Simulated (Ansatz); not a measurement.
# BaPbO3 (model cell, started as cubic perovskite with Pb in the octahedra): a soft mode frozen in, part 2 of 2

Which phase does BaPbO3 (model cell, started as cubic perovskite with Pb in the octahedra) fall into along its unstable mode, and how much energy does it gain?

Ansatz 0.2.0; DFT PBEsol, scalar-relativistic, plane waves, PAW; PAW set soft_1.

So far. Step 5 (Energy along the mode, all amplitudes (two of the runs …): The lowest of the steps tried is at 0.45 Å, 27.6 meV/atom below the parent; the bottom of the well need not coincide with a step. Step 7 (The new phase in its own primitive cell): The largest force component left is 0.72 meV/Å and the pressure is -0.001 GPa, within the tolerances set. The cell now holds 15.67 Å³/atom. The relaxed cell has a, b, c = 6.022, 8.514, 6.112 Å (conventional setting).

The structure was built from a prototype and need not be the compound's stable phase.

## Step 8: Modes of the new phase, occupations fixed (continued)

Optical modes at the zone centre, without and with the macroscopic field of the longitudinal modes; each column is sorted by frequency, so a row need not hold one and the same mode. Modes with and without the field, by row:

```
rank among optical modes  no field (cm⁻¹)  q along (1, 0, 0) (cm⁻¹)  q along (0, 1, 0) (cm⁻¹)  q along (0, 0, 1) (cm⁻¹)
                       1               63                        63                        63                        63
                       2               76                      77.4                        76                        76
                       3             77.4                     100.8                      77.4                      77.4
                       4              103                       103                       103                       103
                       5            105.5                     105.5                     108.4                     105.5
                       6            114.5                     114.5                     114.5                     114.5
                       7            114.8                     114.8                     114.8                     114.8
                       8            115.6                     115.6                     115.6                     116.2
                       9            126.8                     133.3                     126.8                     126.8
                      10            159.9                     159.9                     164.3                     159.9
                      11            164.3                     164.3                     165.3                     164.3
                      12            165.3                     165.3                     170.8                     170.8
                      13            170.8                     198.4                     176.5                     171.5
                      14            198.4                     202.2                     198.4                     198.4
                      15            202.2                     204.7                     202.2                     204.7
                      16            204.7                     207.6                     204.7                     207.6
                      17            207.6                     248.6                     258.6                     238.9
                      18            258.6                     258.6                     271.4                     258.6
                      19            271.4                     271.4                     272.2                     272.2
                      20            272.2                     272.2                     292.1                     312.8
                      21            312.8                     312.8                     312.8                     332.9
                      22            333.7                     333.7                     333.7                     333.7
                      23            346.4                     346.4                     346.4                     346.4
                      24            495.3                     506.6                     495.3                     495.3
                      25            506.6                     521.8                     521.8                     506.6
                      26            521.8                     568.4                     566.2                     578.1
                      27            591.1                     591.1                     591.1                     591.1
```

Born charge (rows field, columns displacement) (e), principal values of the symmetric part by kind of site:

| atom | atoms with these values | low | middle | high | mean |
| --- | --- | --- | --- | --- | --- |
| Ba1 | 2 | 2.61 | 2.67 | 2.89 | 2.72 |
| Pb3 | 2 | 4.52 | 4.76 | 4.89 | 4.72 |
| O5 | 2 | -3.56 | -2.21 | -1.70 | -2.49 |
| O7 | 4 | -3.75 | -1.90 | -1.79 | -2.48 |

In full for Pb3:

```
 4.76  0.00  0.00
 0.00  4.68 -1.16
 0.00  1.53  4.72
```

High-frequency dielectric tensor:

```
7.99 0.00 0.00
0.00 7.85 0.00
0.00 0.00 8.01
```

Static dielectric tensor (ions relaxed, fixed cell):

```
43.41  0.00  0.00
 0.00 25.00  0.00
 0.00  0.00 22.48
```

Transverse modes. Lines of the infrared spectrum (strongest = 100):

```csv
position (cm⁻¹),relative intensity
63,0.0
76,25
77,0.0
103,0.0
106,3.9
114,0.0
115,0.0
116,0.8
127,7.1
160,36
164,0.0
165,16
171,49
198,0.0
202,57
205,0.0
208,56
259,0.0
271,37
272,0.0
313,0.0
334,0.0
346,0.0
495,100
507,76
522,72
591,0.0
```

Before it was imposed, the acoustic sum rule was missed by 2.3e-4 eV/Å² and the charge sum rule by 0.032 e. The charge miss is large and points to the mesh or the basis. The lowest optical mode is real, 63.0 cm⁻¹.

## Step 9: Results

```
unstable mode of the parent                                                      : q = (-0.5, -0.5, -0.5), 163i cm⁻¹
depth at the lowest point sampled                                                : 27.6 meV/atom
largest atomic shift at that point                                               : 0.45 Å
space group reached (within 0.01 Å)                                              : Imma
energy gained over the parent (first relaxation, on the mesh of the frozen mode) : 31.6 meV/atom
volume per atom, phase reached                                                   : 15.7 Å³
gap on the k-mesh, phase reached                                                 : 0.269 eV
lowest optical zone-centre mode, phase reached                                   : 63.0 cm⁻¹
highest optical mode at the zone centre (no LO-TO term), phase reached           : 591 cm⁻¹
```

In words: Along this mode the structure falls into Imma, 31.6 meV/atom below the parent. At the parent's cell the well is 27.57 meV/atom deep on the steps tried, with its lowest point at a shift of 0.45 Å. Relaxing atoms and cell changes the gain by +4.05 meV/atom against the lowest step (energies at zero smearing). The new phase has no imaginary mode at the zone centre of its cell; other wavevectors were not checked. Of the 4 patterns followed to their end from this parent, this one reaches the lowest energy. Another end point lies within 1 meV/atom; how such a difference moves with mesh and cutoff was not tested. Each path keeps the symmetry of its pattern, so a lower phase may lie along a pattern not tried. With no gap, or one that is small against the smearing, the frequencies hang on the k mesh and the smearing, most of all near Kohn anomalies. Spin-orbit coupling is left out, which can matter for the heavy elements here. The PAW files were made for PBE and serve the other functionals too. The starting cell was built on a prototype and not taken from a measurement, so the phase need not exist.

[Logs are printed without paths, hosts, clocks, repeated set-up lines and the standing remarks that a program may print on its own settings, such as how far it seeks lower states.]

[Hosts, paths, dates, database ids (printed as entryN), source tags and the programs' standing remarks are cut or masked in the printed files.]
